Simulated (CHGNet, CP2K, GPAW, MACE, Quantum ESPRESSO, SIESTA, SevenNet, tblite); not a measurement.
# CP2K runs on generalised stacking fault on (111) (shuffle set) of a GaAs-GaSb solid solution (48 atoms)

How do the settings of CP2K change the result for generalised stacking fault on (111) (shuffle set) of a GaAs-GaSb solid solution (48 atoms)? A plane-wave run serves as the yardstick.

Main program and level: CP2K 2026.2; the method is named at each step.

### Step 1. The structure

The cell holds 48 atoms: 24 Ga, 10 Sb and 14 As. Cell: a = 8.267 Å, b = 7.159 Å, c = 20.392 Å, α = 90.0°, β = 83.2°, γ = 90.0°. Zinc-blende GaAs lattice (a = 5.8453 Å, the value set for the mixture), cell with z along [111], 2 x 1 x 2 periods; the third cell vector is tilted by 0.583 of 1/2[1-10] and lengthened by 0 Å, so the cell holds one fault (shuffle set); displaced by a Gaussian of 0.01 Å; 10 of 24 As sites given to Sb at random (lattice constant by Vegard's rule between GaAs and GaSb). Then every atom was moved at random, 0.05 Å r.m.s. a Cartesian component. The structure's axis is c.

The yardstick, on the same geometry:

- method: Kohn-Sham DFT, PBE, GBRV 1.5 ultrasoft pseudopotentials, plane waves (Quantum ESPRESSO 7.5); gbrv-pbe-1.5, cutoffs 40/200 Ry, Γ point
- r.m.s. force component: 0.897 eV/Å
- longest force: 3.717 eV/Å
- pressure: 5.533 GPa
- time: 2.6 min on 4 MPI ranks of Arm Neoverse V1, shared host
- CPU time: 10 min

### Step 2. PBE, DZVP-MOLOPT-SR, 800/50 Ry, diagonalisation

Method: Kohn-Sham DFT, PBE, GTH-PBE pseudopotentials, Gaussian and plane waves, DZVP-MOLOPT-SR-GTH, diagonalisation.

input.inp

```
&GLOBAL
  PROJECT cell
  RUN_TYPE ENERGY_FORCE
  PRINT_LEVEL LOW
&END GLOBAL
&FORCE_EVAL
  METHOD QS
  STRESS_TENSOR ANALYTICAL
  &DFT
    BASIS_SET_FILE_NAME BASIS_MOLOPT
    POTENTIAL_FILE_NAME GTH_POTENTIALS
    &MGRID
      CUTOFF 800
      REL_CUTOFF 50
      NGRIDS 5
    &END MGRID
    &QS
      EPS_DEFAULT 1.0E-12
    &END QS
    &SCF
      SCF_GUESS ATOMIC
      EPS_SCF 5.0E-06
      MAX_SCF 200
      ADDED_MOS 33
      &DIAGONALIZATION
        ALGORITHM STANDARD
      &END DIAGONALIZATION
      &SMEAR ON
        METHOD FERMI_DIRAC
        ELECTRONIC_TEMPERATURE [K] 580
      &END SMEAR
      &MIXING
        METHOD BROYDEN_MIXING
        ALPHA 0.15
        NBROYDEN 12
      &END MIXING
      &PRINT
        &RESTART OFF
        &END RESTART
      &END PRINT
    &END SCF
    &XC
      &XC_FUNCTIONAL PBE
      &END XC_FUNCTIONAL
    &END XC
    &PRINT
      &MULLIKEN ON
      &END MULLIKEN
      &HIRSHFELD ON
        SHAPE_FUNCTION DENSITY
      &END HIRSHFELD
      &MO ON
        EIGENVALUES T
        OCCUPATION_NUMBERS T
        MO_INDEX_RANGE 205 228
        &EACH
          QS_SCF 0
        &END EACH
        ADD_LAST NUMERIC
      &END MO
    &END PRINT
  &END DFT
  &SUBSYS
    &CELL
      A 8.26650 0.00000 0.00000
      B 0.00000 7.15900 0.00000
      C 2.41109 0.00000 20.24871
    &END CELL
    &TOPOLOGY
      COORD_FILE_NAME structure.xyz
      COORD_FILE_FORMAT XYZ
    &END TOPOLOGY
    &KIND Ga
      BASIS_SET DZVP-MOLOPT-SR-GTH-q13
      POTENTIAL GTH-PBE-q13
    &END KIND
    &KIND Sb
      BASIS_SET DZVP-MOLOPT-SR-GTH-q5
      POTENTIAL GTH-PBE-q5
    &END KIND
    &KIND As
      BASIS_SET DZVP-MOLOPT-SR-GTH-q5
      POTENTIAL GTH-PBE-q5
    &END KIND
  &END SUBSYS
  &PRINT
    &FORCES ON
    &END FORCES
    &STRESS_TENSOR ON
    &END STRESS_TENSOR
  &END PRINT
&END FORCE_EVAL
```

structure.xyz

```xyz
48

Ga 6.19216 3.53862 18.97385
Sb 6.09154 3.52430 1.23193
Ga 6.14043 5.86981 2.22149
As 6.24600 6.00747 4.72909
Ga 10.44218 3.56103 18.96109
As 2.06417 3.57535 1.16167
Ga 1.97687 5.86981 2.09675
As 2.12913 5.98027 4.66814
Ga 4.10549 7.10481 19.10061
As 4.16861 0.03823 1.26818
Ga 4.20056 2.41344 2.08703
As 4.09697 2.40113 4.71876
Ga 4.13614 4.75665 5.53924
As 4.16172 4.72788 7.93466
Ga 6.25755 1.19734 5.46897
Sb 6.22934 1.19562 8.00755
Ga 6.13071 3.60721 8.86833
Sb 6.17928 3.52932 11.40063
Ga 6.18532 6.05265 12.24136
Sb 6.15558 6.04263 14.70117
Ga 8.33242 0.03844 18.83414
Sb 8.26501 7.13208 1.11145
Ga 8.16289 2.40249 2.06577
As 8.18371 2.28823 4.63088
Ga 8.26398 4.71191 5.40499
Sb 8.24658 4.74713 8.06911
Ga 2.06655 1.22856 5.48031
As 2.04851 1.19892 7.91907
Ga 2.12295 3.58695 8.80657
As 2.01879 3.58344 11.42108
Ga 2.15735 5.95185 12.27578
As 1.98958 5.86666 14.81213
Ga 4.12551 0.02463 8.79341
As 4.15386 0.01439 11.35163
Ga 4.10625 2.35402 12.16462
As 4.08766 2.41917 14.71737
Ga 4.16139 4.69580 15.61358
Sb 4.14303 4.88523 18.16208
Ga 6.16607 1.12919 15.63140
Sb 6.19564 1.25290 18.08736
Ga 8.20522 7.15220 8.89850
Sb 8.21766 0.03200 11.37795
Ga 8.30261 2.38767 12.22253
As 8.27116 2.37715 14.85891
Ga 8.38370 4.74069 15.62289
As 8.34922 4.79023 18.16026
Ga 2.07042 1.19548 15.65489
Sb 10.29641 1.15124 18.07359
```

The run is started by

```console
$ OMP_NUM_THREADS=2 cp2k.psmp -i input.inp > output.txt
```

Numbers of over 12 decimals in the logs are rounded to 6 here.

What it wrote:

```text
CP2K| version string:                                       CP2K version 2026.2
 CP2K| Input file name                                                 input.inp
 GLOBAL| Basis set file name                                        BASIS_MOLOPT
 GLOBAL| Potential file name                                      GTH_POTENTIALS
 GLOBAL| Run type                                                   ENERGY_FORCE
 GLOBAL| Total number of message passing processes                             1
 GLOBAL| Number of threads for this process                                    2
 TOTAL NUMBERS AND MAXIMUM NUMBERS
  Total number of            - Atomic kinds:                                   3
                             - Atoms:                                         48
                             - Shell sets:                                    48
                             - Shells:                                       288
                             - Primitive Cartesian functions:                250
                             - Cartesian basis functions:                   1056
                             - Spherical basis functions:                    912
  Maximum angular momentum of- Orbital basis functions:                        3
                             - Local part of the GTH pseudopotential:          0
                             - Non-local part of the GTH pseudopotential:      4
 SCF PARAMETERS         Density guess:                                    ATOMIC
                        max_scf:                                             200
                        eps_scf:                                        5.00E-06
                        added MOs                                        33    0
                        Mixing method:                            BROYDEN_MIXING
                                                charge density mixing in g-space
                        Smear method:                                FERMI_DIRAC
                        Electronic temperature [K]:                        580.0
                        Electronic temperature [a.u.]:                  1.84E-03
                        Accuracy threshold:                             1.00E-10
 Extrapolation method: initial_guess
 Number of electrons:                                                        432
 Number of occupied orbitals:                                                216
 Number of molecular orbitals:                                               249
 Number of orbital functions:                                                912
 Number of independent orbital functions:                                    912
 SCF WAVEFUNCTION OPTIMIZATION
  Step     Update method      Time    Convergence         Total energy    Change
     1 NoMix/Diag. 0.15E+00    6.8     1.15905495     -1936.2305440951 -1.94E+03
     2 Broy./Diag. 0.15E+00   10.4     0.11846451     -1934.0729415323  2.16E+00
     3 Broy./Diag. 0.15E+00   10.4     0.41910297     -1933.4240451202  6.49E-01
     4 Broy./Diag. 0.15E+00   10.3     0.18918624     -1933.2068621053  2.17E-01
[...]
17 Broy./Diag. 0.15E+00   11.1     0.00000803     -1933.4579367769 -4.43E-05
    18 Broy./Diag. 0.15E+00   11.0     0.00000272     -1933.4579439457 -7.17E-06
  *** SCF run converged in    18 steps ***
  Electronic density on regular grids:       -431.9999999924        0.0000000076
  Core density on regular grids:              431.9999999994       -0.0000000006
  Total charge density on r-space grids:        0.0000000069
  Total charge density g-space grids:           0.0000000069
  Overlap energy of the core charge distribution:               5.17675e-07
  Self energy of the core charge distribution:              -2644.457217
  Core Hamiltonian energy:                                    770.858316
  Hartree energy:                                             221.538754
  Exchange-correlation energy:                               -281.390617
  Electronic entropic energy:                                  -0.00717993
  Fermi energy:                                                 0.159194
  Total energy:                                             -1933.457944
  Total energy (extrapolated to T->0):                      -1933.454354
 MO| EIGENVALUES AND OCCUPATION NUMBERS
 MO|
 MO|  Index      Eigenvalue [a.u.]        Eigenvalue [eV]             Occupation
 MO|    205               0.123387               3.357519               2.000000
 MO|    206               0.125049               3.402768               2.000000
 MO|    207               0.127755               3.476404               2.000000
[...]
MO|    227               0.204917               5.576066               0.000000
 MO|    228               0.211518               5.755691               0.000000
 MO| Sum:                                                             432.000000
 MO| E(Fermi):            0.159194 a.u.          4.331889 eV
 !-----------------------------------------------------------------------------!
                     Mulliken Population Analysis
 #  Atom  Element  Kind  Atomic population                           Net charge
       1     Ga       1         13.163810                             -0.163810
       2     Sb       2          4.646126                              0.353874
       3     Ga       1         13.026948                             -0.026948
[...]
47     Ga       1         12.919737                              0.080263
      48     Sb       2          4.540945                              0.459055
 # Total charge                            432.000000                  0.000000
 !-----------------------------------------------------------------------------!
 !-----------------------------------------------------------------------------!
                           Hirshfeld Charges
  #Atom  Element  Kind  Ref Charge     Population                    Net charge
      1       Ga     1      13.000         12.876                         0.124
      2       Sb     2       5.000          5.085                        -0.085
      3       Ga     1      13.000         12.886                         0.114
[...]
47       Ga     1      13.000         12.884                         0.116
     48       Sb     2       5.000          5.040                        -0.040
  Total Charge                                                           -0.000
 !-----------------------------------------------------------------------------!
 ENERGY| Total FORCE_EVAL ( QS ) energy [hartree]          -1933.457948
 FORCES| Atomic forces [hartree/bohr]
 FORCES|   Atom     x               y               z               |f|
 FORCES|      1  1.05918572E-02  3.31041850E-02  2.00629004E-02   4.01322125E-02
 FORCES|      2  3.71851475E-02  2.88460387E-02 -2.94262058E-02   5.55043307E-02
 FORCES|      3 -1.71514922E-02  9.66904819E-03  1.29122517E-02   2.35454968E-02
[...]
FORCES|     47  8.60388059E-04 -7.21900030E-03 -4.78247298E-02   4.83741564E-02
 FORCES|     48  2.88614860E-02  2.06235200E-02  1.21396457E-02   3.74924785E-02
 FORCES| Sum     1.12589170E-03  2.98206596E-03 -4.55988839E-03
 FORCES| Total atomic force                                       5.56353589E-03
 STRESS| Analytical stress tensor [bar]
 STRESS|                        x                   y                   z
 STRESS|      x        1.27477639457E+05   5.48982457555E+03   4.01555760027E+03
 STRESS|      y        5.48982457555E+03   2.45390953255E+04  -4.51291773245E+03
 STRESS|      z        4.01555760027E+03  -4.51291773245E+03   4.42133115420E+04
 STRESS| 1/3 Trace                                             6.54100154413E+04
```

It took 3.9 min on 2 threads of Arm Neoverse V1, shared host; peak memory 5.2 GiB.

Banners, paths, timers and routine set-up lines are dropped from the logs unmarked, and long logs keep their key lines alone; longer cuts are marked.

Against the reference:

| Quantity | Value |
| --- | --- |
| r.m.s. force component | 0.9241 eV/Å |
| r.m.s. difference of force components | 36.87 meV/Å |
| longest difference of force vectors | 133.3 meV/Å |
| force difference over r.m.s. force | 4.11 % |
| slope of forces against the reference's | 1.03 |
| correlation of force components | 0.9996 |
| pressure | 6.541 GPa |
| pressure difference | 1.008 GPa |

Length of the force difference by element (eV/Å):

```
element  atoms   mean   most
     As     14  0.033  0.062
     Ga     24  0.072   0.13
     Sb     10  0.051  0.080
```

Local excerpt of 13 atoms (numbers count through the whole input) about Ga11, which bears the longest force; x, y, z are measured from there.

```
atom      x      y      z  distance (Å)  bonds  Hirshfeld charge (e)     Fx     Fy  Fz (eV/Å)
Ga11   0.00   0.00   0.00          0.00      4                  0.10  -2.79  -1.84       1.83
 Sb2   1.89   1.11  -0.86          2.35      3                 -0.09   1.91   1.48      -1.51
As10  -0.03  -2.38  -0.82          2.51      3                 -0.19   0.64  -0.17      -0.29
 As6  -2.14   1.16  -0.93          2.60      3                 -0.19   0.18  -0.12      -0.69
As12  -0.10  -0.01   2.63          2.63      4                 -0.14   0.64   0.21      -0.70
 Ga1  -0.42   1.13  -3.36          3.57      3                  0.12   0.54   1.70       1.03
Ga23   3.96  -0.01  -0.02          3.96      4                  0.10   1.28  -0.28       0.99
 Ga3   1.94   3.46   0.13          3.97      4                  0.11  -0.88   0.50       0.66
 Ga7  -2.22   3.46   0.01          4.11      4                  0.12   1.35  -0.67       1.01
Ga15   2.06  -1.22   3.38          4.14      4                  0.12  -1.23  -0.34      -0.66
Ga13  -0.06   2.34   3.45          4.17      4                  0.15   0.20  -0.20      -0.71
Ga27  -2.13  -1.18   3.39          4.18      4                  0.14  -0.31  -0.53      -0.24
 Ga3   1.94  -3.70   0.13          4.18      4                  0.11  -0.88   0.50       0.66
```

Forces lie 4.1 % from the reference's, at 0.68 times its CPU time (on 2 against 4 cores).

### Step 3. PBE, TZVP-UZH, 800/50 Ry, diagonalisation

Method: Kohn-Sham DFT, PBE, GTH-PBE pseudopotentials, Gaussian and plane waves, TZVP-MOLOPT (UZH set), diagonalisation.

input.inp: that of step 2 with these lines changed.

```diff
@@ -9,4 +9,4 @@
   &DFT
-    BASIS_SET_FILE_NAME BASIS_MOLOPT
-    POTENTIAL_FILE_NAME GTH_POTENTIALS
+    BASIS_SET_FILE_NAME BASIS_MOLOPT_UZH
+    POTENTIAL_FILE_NAME POTENTIAL_UZH
     &MGRID
@@ -68,8 +68,31 @@
     &END CELL
-    &TOPOLOGY
-      COORD_FILE_NAME structure.xyz
-      COORD_FILE_FORMAT XYZ
-    &END TOPOLOGY
+    &COORD
+      Ga 6.19216 3.53862 18.97385
+      Sb 6.09154 3.52430 1.23193
+      Ga 6.14043 5.86981 2.22149
+      As 6.24600 6.00747 4.72909
+      Ga 10.44218 3.56103 18.96109
+      As 2.06417 3.57535 1.16167
+      Ga 1.97687 5.86981 2.09675
+      As 2.12913 5.98027 4.66814
+      Ga 4.10549 7.10481 19.10061
+      As 4.16861 0.03823 1.26818
+      Ga 4.20056 2.41344 2.08703
+      As 4.09697 2.40113 4.71876
+      Ga 4.13614 4.75665 5.53924
+      As 4.16172 4.72788 7.93466
+      Ga 6.25755 1.19734 5.46897
+      Sb 6.22934 1.19562 8.00755
+      Ga 6.13071 3.60721 8.86833
+      Sb 6.17928 3.52932 11.40063
+      Ga 6.18532 6.05265 12.24136
+      Sb 6.15558 6.04263 14.70117
+[... 24 atom lines left out ...]
+      Ga 8.38370 4.74069 15.62289
+      As 8.34922 4.79023 18.16026
+      Ga 2.07042 1.19548 15.65489
+      Sb 10.29641 1.15124 18.07359
+    &END COORD
     &KIND Ga
-      BASIS_SET DZVP-MOLOPT-SR-GTH-q13
+      BASIS_SET TZVP-MOLOPT-PBE-GTH-q13
       POTENTIAL GTH-PBE-q13
@@ -77,3 +100,3 @@
     &KIND Sb
-      BASIS_SET DZVP-MOLOPT-SR-GTH-q5
+      BASIS_SET TZVP-MOLOPT-PBE-GTH-q5
       POTENTIAL GTH-PBE-q5
@@ -81,3 +104,3 @@
     &KIND As
-      BASIS_SET DZVP-MOLOPT-SR-GTH-q5
+      BASIS_SET TZVP-MOLOPT-PBE-GTH-q5
       POTENTIAL GTH-PBE-q5
```

What it wrote:

```text
CP2K| version string:                                       CP2K version 2026.2
 CP2K| Input file name                                                 input.inp
 GLOBAL| Basis set file name                                    BASIS_MOLOPT_UZH
 GLOBAL| Potential file name                                       POTENTIAL_UZH
 GLOBAL| Run type                                                   ENERGY_FORCE
 GLOBAL| Total number of message passing processes                             1
 GLOBAL| Number of threads for this process                                    2
 TOTAL NUMBERS AND MAXIMUM NUMBERS
  Total number of            - Atomic kinds:                                   3
                             - Atoms:                                         48
[... lines left out ...]
                        Smear method:                                FERMI_DIRAC
[... lines left out ...]
 Number of electrons:                                                        432
[... lines left out ...]
  Step     Update method      Time    Convergence         Total energy    Change
[... lines left out ...]
  *** SCF run converged in    18 steps ***
[... lines left out ...]
  Fermi energy:                                                 0.158246
  Total energy:                                             -1933.671127
  Total energy (extrapolated to T->0):                      -1933.667523
[... lines left out ...]
 MO| E(Fermi):            0.158246 a.u.          4.306086 eV
[... lines left out ...]
 !-----------------------------------------------------------------------------!
 !-----------------------------------------------------------------------------!
                           Hirshfeld Charges
  #Atom  Element  Kind  Ref Charge     Population                    Net charge
      1       Ga     1      13.000         12.877                         0.123
      2       Sb     2       5.000          5.088                        -0.088
      3       Ga     1      13.000         12.889                         0.111
[...]
47       Ga     1      13.000         12.886                         0.114
     48       Sb     2       5.000          5.042                        -0.042
  Total Charge                                                           -0.000
 !-----------------------------------------------------------------------------!
 ENERGY| Total FORCE_EVAL ( QS ) energy [hartree]          -1933.671132
 FORCES| Atomic forces [hartree/bohr]
 FORCES|   Atom     x               y               z               |f|
 FORCES|      1  1.10000257E-02  3.24865747E-02  2.01435301E-02   3.97761223E-02
 FORCES|      2  3.66774345E-02  2.84697212E-02 -2.90875639E-02   5.47891011E-02
 FORCES|      3 -1.73933350E-02  9.62290566E-03  1.31230713E-02   2.38189718E-02
[...]
FORCES|     47  9.07036953E-04 -7.07865610E-03 -4.74448254E-02   4.79785530E-02
 FORCES|     48  2.82988477E-02  2.05564954E-02  1.18705526E-02   3.69364901E-02
 FORCES| Sum     1.03977914E-03  2.76513030E-03 -4.39714964E-03
 FORCES| Total atomic force                                       5.29735889E-03
 STRESS| Analytical stress tensor [bar]
 STRESS|                        x                   y                   z
 STRESS|      x        1.26090274309E+05   5.38341940690E+03   3.90323397481E+03
 STRESS|      y        5.38341940690E+03   2.31520036505E+04  -4.69807940170E+03
 STRESS|      z        3.90323397481E+03  -4.69807940170E+03   4.29914251818E+04
 STRESS| 1/3 Trace                                             6.40779010471E+04
```

Wall time 4.7 min (2 threads); peak memory 5.3 GiB.

Against the reference:

```yaml
r_m_s_force_component: 0.9152 eV/Å
r_m_s_difference_of_force_components: 31.46 meV/Å
longest_difference_of_force_vectors: 115.6 meV/Å
force_difference_over_r_m_s_force: 3.508 %
slope_of_forces_against_the_reference_s: 1.02
correlation_of_force_components: 0.9996
pressure: 6.408 GPa
pressure_difference: 0.8751 GPa
```

Against the first run (4.1 %), the force difference from the reference is 3.5 %, at 1.2 times the CPU time, with 1224 basis functions against 912; this set comes with other potentials too, so the change isn't the basis's alone.

(Continued in part 2 of 3.)

[Also dropped from logs without a mark: logging warnings of Python, and SIESTA's first energy breakdown and zero terms.]

[Logs are printed without paths, hosts, clocks, repeated set-up lines and the standing remarks that a program may print on its own settings, such as how far it seeks lower states.]

[Hosts, paths, dates, database ids (printed as entryN), source tags and the programs' standing remarks are cut or masked in the printed files.]
